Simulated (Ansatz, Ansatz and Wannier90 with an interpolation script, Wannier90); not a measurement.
# From a coarse GW mesh to bands everywhere: SiO2 (Stishovite), part 2 of 3

Aim: the G0W0 bands of SiO2 (Stishovite) along the symmetry lines, with the gap off the mesh.

Ansatz 0.2.0; LDA, Wannier functions and G0W0, plane waves, PAW. Known limits of the many-body steps: not at the basis limit; coarse k mesh.

So far. Step 2 (LDA bands): The gap is direct, at Γ.

## 4. Wannier functions by Wannier90 (O:2p Si:3s Si:3p) on 8×8×12

Localised functions give a small Hamiltonian that interpolates between mesh points at no cost.

This step: maximally localised Wannier functions from the overlaps of LDA states (plane waves, PAW).

File w.win:

```
num_iter = 1200
conv_tol = 1.0e-8
conv_window = 5
dis_num_iter = 4000
dis_conv_tol = 1.0e-8
dis_mix_ratio = 0.7
write_hr = true
use_ws_distance = false
num_print_cycles = 50
! ansatz wannier90 interface
! projections by site (counted from 0) and shell: 2 2P, 3 2P, 4 2P, 5 2P, 0 3S, 1 3S, 0 3P, 1 3P
! states of the run's bands (counted from 1): 1-32
num_bands = 32
num_wann  = 20
dis_win_min = -0.77
dis_win_max = 28.48
dis_froz_min = -0.77
dis_froz_max = 19.92
guiding_centres = true

begin unit_cell_cart
Ang
                   4.1773                      0.0                      0.0
                      0.0                   4.1773                      0.0
                      0.0                      0.0                   2.6652
end unit_cell_cart

begin atoms_frac
Si                       0.0                      0.0                      0.0
Si                       0.5                      0.5                      0.5
O                     0.3059                   0.3059                      0.0
O                     0.1941                   0.8059                      0.5
O                     0.6941                   0.6941                      0.0
O                     0.8059                   0.1941                      0.5
end atoms_frac

mp_grid = 8 8 12

[... the mesh's points ...]
```

Run with:

```console
> OMP_NUM_THREADS=1 mpirun -n 8 wannier90.x w > wannier90.x.log
```

Log:

```text
TEM
                                    ------

                              Lattice Vectors (Ang)
                    a_1     4.177300   0.000000   0.000000
                    a_2     0.000000   4.177300   0.000000
                    a_3     0.000000   0.000000   2.665200

                   Unit Cell Volume:      46.50730  (Ang^3)

                        Reciprocal-Space Vectors (Ang^-1)
                    b_1     1.504126   0.000000   0.000000
                    b_2     0.000000   1.504126   0.000000
                    b_3     0.000000   0.000000   2.357491

 *----------------------------------------------------------------------------*
 |   Site       Fractional Coordinate          Cartesian Coordinate (Ang)     |
 +----------------------------------------------------------------------------+
 | si   1   0.00000   0.00000   0.00000   |    0.00000   0.00000   0.00000    |
 | si   2   0.50000   0.50000   0.50000   |    2.08865   2.08865   1.33260    |
 | o    1   0.30590   0.30590   0.00000   |    1.27784   1.27784   0.00000    |
 | o    2   0.19410   0.80590   0.50000   |    0.81081   3.36649   1.33260    |
 | o    3   0.69410   0.69410   0.00000   |    2.89946   2.89946   0.00000    |
 | o    4   0.80590   0.19410   0.50000   |    3.36649   0.81081   1.33260    |
 *----------------------------------------------------------------------------*
                                ------------
                                K-POINT GRID
                                ------------

             Grid size =  8 x  8 x 12      Total points =  768

 *---------------------------------- MAIN ------------------------------------*
 |  Number of Wannier Functions               :                20             |
 |  Number of Objective Wannier Functions     :                20             |
 |  Number of input Bloch states              :                32             |
 |  Output verbosity (1=low, 5=high)          :                 1             |
 |  Timing Level (1=low, 5=high)              :                 1             |
 |  Optimisation (0=memory, 3=speed)          :                 3             |
 |  Length Unit                               :               Ang             |
 |  Post-processing setup (write *.nnkp)      :                 F             |
 |  Using Gamma-only branch of algorithms     :                 F             |
 *----------------------------------------------------------------------------*
 *------------------------------- WANNIERISE ---------------------------------*
 |  Total number of iterations                :              1200             |
 |  Number of CG steps before reset           :                 5             |
 |  Trial step length for line search         :             2.000             |
 |  Convergence tolerence                     :         0.100E-07             |
 |  Convergence window                        :                 5             |
 |  Iterations between writing output         :                50             |
 |  Iterations between backing up to disk     :               100             |
 |  Write r^2_nm to file                      :                 F             |
 |  Write xyz WF centres to file              :                 F             |
 |  Write on-site energies <0n|H|0n> to file  :                 F             |
 |  Use guiding centre to control phases      :                 T             |
 |  Use phases for initial projections        :                 F             |
 |  Iterations before starting guiding centres:                 0             |
 |  Iterations between using guiding centres  :                 1             |
 *----------------------------------------------------------------------------*
 *------------------------------- DISENTANGLE --------------------------------*
 |  Using band disentanglement                :                 T             |
 |  Total number of iterations                :              4000             |
 |  Mixing ratio                              :             0.700             |
 |  Convergence tolerence                     :         1.000E-08             |
 |  Convergence window                        :                 3             |
 *----------------------------------------------------------------------------*
 *-------------------------------- PLOTTING ----------------------------------*
 |  Plotting Hamiltonian in WF basis          :                 T             |
 *----------------------------------------------------------------------------*

 *---------------------------------- K-MESH ----------------------------------*
 +----------------------------------------------------------------------------+
 |                    Distance to Nearest-Neighbour Shells                    |
 |                    ------------------------------------                    |
 |          Shell             Distance (Ang^-1)          Multiplicity         |
 |          -----             -----------------          ------------         |
 |             1                   0.188016                      4            |
 |             2                   0.196458                      2            |
 |             3                   0.265894                      4            |
 |             4                   0.271929                      8            |
[...]
|                   Inner:   -0.77000  to   19.92000  (eV)                   |
 +----------------------------------------------------------------------------+
   Number of target bands to extract:   20

                   Unitarised projection of Wannier functions
                   ------------------------------------------
   A_mn = <psi_m|g_n> --> S = A.A^+ --> U = S^-1/2.A
   In dis_project... done
   Using an inner window (linner = T)
   In dis_proj_froz... done

                   Extraction of optimally-connected subspace
                   ------------------------------------------
 +---------------------------------------------------------------------+<-- DIS
 |  Iter     Omega_I(i-1)      Omega_I(i)      Delta (frac.)    Time   |<-- DIS
 +---------------------------------------------------------------------+<-- DIS
       1      26.77268465      25.12155820       6.573E-02      0.00    <-- DIS
       2      25.28887456      24.45012204       3.430E-02      0.02    <-- DIS
       3      24.57826398      24.03022986       2.281E-02      0.04    <-- DIS
      50      22.05990041      22.05861413       5.831E-05      0.99    <-- DIS
     100      22.02354296      22.02372707      -8.360E-06      2.02    <-- DIS
     150      22.02181558      22.02187345      -2.628E-06      3.08    <-- DIS
     200      22.02169721      22.02171347      -7.383E-07      4.13    <-- DIS
     250      22.02169309      22.02169784      -2.157E-07      5.14    <-- DIS
     300      22.02169483      22.02169627      -6.538E-08      6.15    <-- DIS
     350      22.02169567      22.02169612      -2.026E-08      7.23    <-- DIS

             <<<      Delta < 1.000E-08  over  3 iterations     >>>
             <<< Disentanglement convergence criteria satisfied >>>

        Final Omega_I    22.02169610 (Ang^2)

 +----------------------------------------------------------------------------+

 Writing checkpoint file w.chk... done

 *------------------------------- WANNIERISE ---------------------------------*
 +--------------------------------------------------------------------+<-- CONV
 | Iter  Delta Spread     RMS Gradient      Spread (Ang^2)      Time  |<-- CONV
 +--------------------------------------------------------------------+<-- CONV

 ------------------------------------------------------------------------------
 Initial State
  WF centre and spread    1  (  1.266751,  1.266751, -0.000000 )     0.83996517
  WF centre and spread    2  (  1.264095,  1.302877,  0.000000 )     0.83741329
  WF centre and spread    3  (  1.302877,  1.264095,  0.000000 )     0.83741329
  WF centre and spread    4  (  0.821899,  3.355401,  1.332600 )     0.83996517
  WF centre and spread    5  (  0.824555,  3.391527,  1.332600 )     0.83741329
  WF centre and spread    6  (  0.785773,  3.352745,  1.332600 )     0.83741329
  WF centre and spread    7  (  2.910549,  2.910549, -0.000000 )     0.83996517
  WF centre and spread    8  (  2.913205,  2.874423,  0.000000 )     0.83741329
  WF centre and spread    9  (  2.874423,  2.913205,  0.000000 )     0.83741329
  WF centre and spread   10  (  3.355401,  0.821899,  1.332600 )     0.83996517
[...]
Sum of centres and spreads ( 33.418400, 33.418400, 13.326000 )    27.93405211

      0     0.279E+02     0.0000000000       27.9340521107       8.12  <-- CONV
        O_D=      0.0045752 O_OD=      5.9077808 O_TOT=     27.9340521 <-- SPRD
 ------------------------------------------------------------------------------
 Cycle:      1
[...]
Sum of centres and spreads ( 33.418400, 33.418400, 13.326000 )    27.66039148

      1    -0.274E+00     0.2718365275       27.6603914786       8.16  <-- CONV
        O_D=      0.0042871 O_OD=      5.6344083 O_TOT=     27.6603915 <-- SPRD
 Delta: O_D= -0.2881149E-03 O_OD= -0.2733725E+00 O_TOT= -0.2736606E+00 <-- DLTA
 ------------------------------------------------------------------------------
 Cycle:     50
[...]
Sum of centres and spreads ( 33.418400, 33.418400, 13.326000 )    27.15658252

     50    -0.164E-05     0.0008587789       27.1565825171      10.02  <-- CONV
        O_D=      0.0039202 O_OD=      5.1309662 O_TOT=     27.1565825 <-- SPRD
 Delta: O_D= -0.2021293E-06 O_OD= -0.1433852E-05 O_TOT= -0.1635982E-05 <-- DLTA
 ------------------------------------------------------------------------------

             <<<     Delta < 1.000E-08  over  5 iterations     >>>
             <<< Wannierisation convergence criteria satisfied >>>

 Final State
[...]
WF centre and spread   16  ( -0.000000,  0.000000, -0.000000 )     2.01489487
  WF centre and spread   17  (  0.000000, -0.000000, -0.000000 )     2.01489487
  WF centre and spread   18  (  2.088650,  2.088650,  1.332600 )     2.95756740
  WF centre and spread   19  (  2.088650,  2.088650,  1.332600 )     2.01489487
  WF centre and spread   20  (  2.088650,  2.088650,  1.332600 )     2.01489487
  Sum of centres and spreads ( 33.418400, 33.418400, 13.326000 )    27.15657611

         Spreads (Ang^2)       Omega I      =    22.021696103
        ================       Omega D      =     0.003918586
                               Omega OD     =     5.130961417
    Final Spread (Ang^2)       Omega Total  =    27.156576106
 ------------------------------------------------------------------------------

 Writing checkpoint file w.chk... done

 *---------------------------------------------------------------------------*
 |                               PLOTTING                                    |
 *---------------------------------------------------------------------------*

 *===========================================================================*
 |                             TIMING INFORMATION                            |
 *===========================================================================*
 |    Tag                                                Ncalls      Time (s)|
 |---------------------------------------------------------------------------|
 |kmesh: get                                        :         1         0.176|
 |overlap: read                                     :         1         2.885|
 |dis: main                                         :         1         8.293|
 |wann: main                                        :         1         3.038|
 |plot: main                                        :         1         0.611|
 *---------------------------------------------------------------------------*
 All done: wannier90 exiting
```

The job ended after 18 s (8 MPI ranks of Arm Neoverse V2, shared host; 2.3 min of CPU time).

This step gave:

```yaml
gauge_invariant_spread: 22.02 Å²
diagonal_spread: 0.003919 Å²
off_diagonal_spread: 5.131 Å²
total_spread: 27.16 Å²
disentanglement_steps: 383
r_m_s_interpolation_error: 0.001317 eV
r_m_s_error_near_the_gap: 0.002316 eV
```

Near the gap the model misses directly solved bands by 2.3 meV r.m.s. and by 39 meV at most in the window tested. This tests the starting bands, not the corrections carried with them.

Wannier functions, by row:

```
function  x (Å)  y (Å)  z (Å)  spread (Å²)  nearest atom  distance (Å)
       1  1.264  1.264      0        0.781            O3          0.02
       2  1.266  1.303      0        0.781            O3         0.028
       3  1.303  1.266      0        0.781            O3         0.028
       4  0.825  3.352  1.333        0.781            O4          0.02
       5  0.822  3.392  1.333        0.781            O4         0.028
       6  0.785  3.355  1.333        0.781            O4         0.028
       7  2.914  2.914      0        0.781            O5          0.02
       8  2.911  2.874      0        0.781            O5         0.028
       9  2.874  2.911      0        0.781            O5         0.028
      10  3.352  0.825  1.333        0.781            O6          0.02
      11  3.355  0.785  1.333        0.781            O6         0.028
      12  3.392  0.822  1.333        0.781            O6         0.028
      13      0      0      0        1.903           Si1             0
      14  2.089  2.089  1.333        1.903           Si2             0
      15      0      0      0        2.958           Si1             0
      16      0      0      0        2.015           Si1             0
      17      0      0      0        2.015           Si1             0
      18  2.089  2.089  1.333        2.958           Si2             0
      19  2.089  2.089  1.333        2.015           Si2             0
      20  2.089  2.089  1.333        2.015           Si2             0
```

Frozen up to 9.61 eV; above it the model need not follow the bands. The electronic bands at the labelled points (eV, zero at the valence-band top):

```
    point  band 13  band 14  band 15  band 16  band 17  band 18  band 19  band 20
        Γ    -2.54    -0.90    -0.90     0.00     5.61     6.47     8.36     8.36
  halfway    -2.50    -2.10    -1.00    -0.47     6.46     7.01     8.53     8.54
        X    -2.72    -2.72    -1.08    -1.08     7.63     7.63     8.91     8.91
  halfway    -2.96    -2.96    -1.50    -1.50     7.40     7.40     9.39     9.39
        M    -2.72    -2.72    -2.32    -2.32     7.29     7.29     9.90     9.90
  halfway    -2.60    -2.52    -1.48    -0.82     6.68     7.50     8.51     9.31
        Γ    -2.54    -0.90    -0.90     0.00     5.61     6.47     8.36     8.36
  halfway    -4.41    -1.54    -1.54    -0.81     7.40     9.73    10.97    11.40
        Z    -3.16    -3.16    -2.72    -2.72     8.91     8.91    12.56    12.56
  halfway    -2.85    -2.85    -2.30    -2.30     8.82     8.82    10.77    10.77
        R    -2.32    -2.32    -1.80    -1.80     8.60     8.60     9.74     9.74
  halfway    -2.29    -2.29    -1.66    -1.66     7.58     7.58    11.00    11.00
        A    -1.79    -1.79    -1.57    -1.57     7.05     7.05    11.19    11.19
  halfway    -2.61    -2.51    -2.38    -1.87     7.88     8.36    10.48    12.11
        Z    -3.16    -3.16    -2.72    -2.72     8.91     8.91    12.56    12.56
jump to X    -2.72    -2.72    -1.08    -1.08     7.63     7.63     8.91     8.91
  halfway    -2.92    -2.92    -1.46    -1.46     8.95     8.95    10.58    10.58
        R    -2.32    -2.32    -1.80    -1.80     8.60     8.60     9.74     9.74
jump to M    -2.72    -2.72    -2.32    -2.32     7.29     7.29     9.90     9.90
  halfway    -1.97    -1.97    -1.74    -1.74     8.02     8.02    11.95    11.95
        A    -1.79    -1.79    -1.57    -1.57     7.05     7.05    11.19    11.19
```

The same for Kohn-Sham, solved directly:

```
point  band 13  band 14  band 15  band 16  band 17  band 18  band 19  band 20
    Γ    -2.54    -0.90    -0.90     0.00     5.61     6.47     8.36     8.36
    X    -2.72    -2.72    -1.08    -1.08     7.63     7.63     8.91     8.91
    M    -2.72    -2.72    -2.32    -2.32     7.29     7.29     9.89     9.89
    Γ    -2.54    -0.90    -0.90     0.00     5.61     6.47     8.36     8.36
    Z    -3.16    -3.16    -2.72    -2.72     8.91     8.91    12.41    12.41
    R    -2.32    -2.32    -1.80    -1.80     8.60     8.60     9.73     9.73
    A    -1.79    -1.79    -1.57    -1.57     7.05     7.05    10.77    10.77
    Z    -3.16    -3.16    -2.72    -2.72     8.91     8.91    12.41    12.41
    X    -2.72    -2.72    -1.08    -1.08     7.63     7.63     8.91     8.91
    R    -2.32    -2.32    -1.80    -1.80     8.60     8.60     9.73     9.73
    M    -2.72    -2.72    -2.32    -2.32     7.29     7.29     9.89     9.89
    A    -1.79    -1.79    -1.57    -1.57     7.05     7.05    10.77    10.77
```

(Part 2 of 3 ends here.)

[Paths, hosts, dates, memory and timing lines, banners, echoed tables and standing remarks are left out of the program output.]

[Logs are printed without paths, hosts, clocks, repeated set-up lines and the standing remarks that a program may print on its own settings, such as how far it seeks lower states.]

[Runs of the session that timed out or met a known fault of the program may be left out.]

[Hosts, paths, dates, database ids (printed as entryN), source tags and the programs' standing remarks are cut or masked in the printed files.]
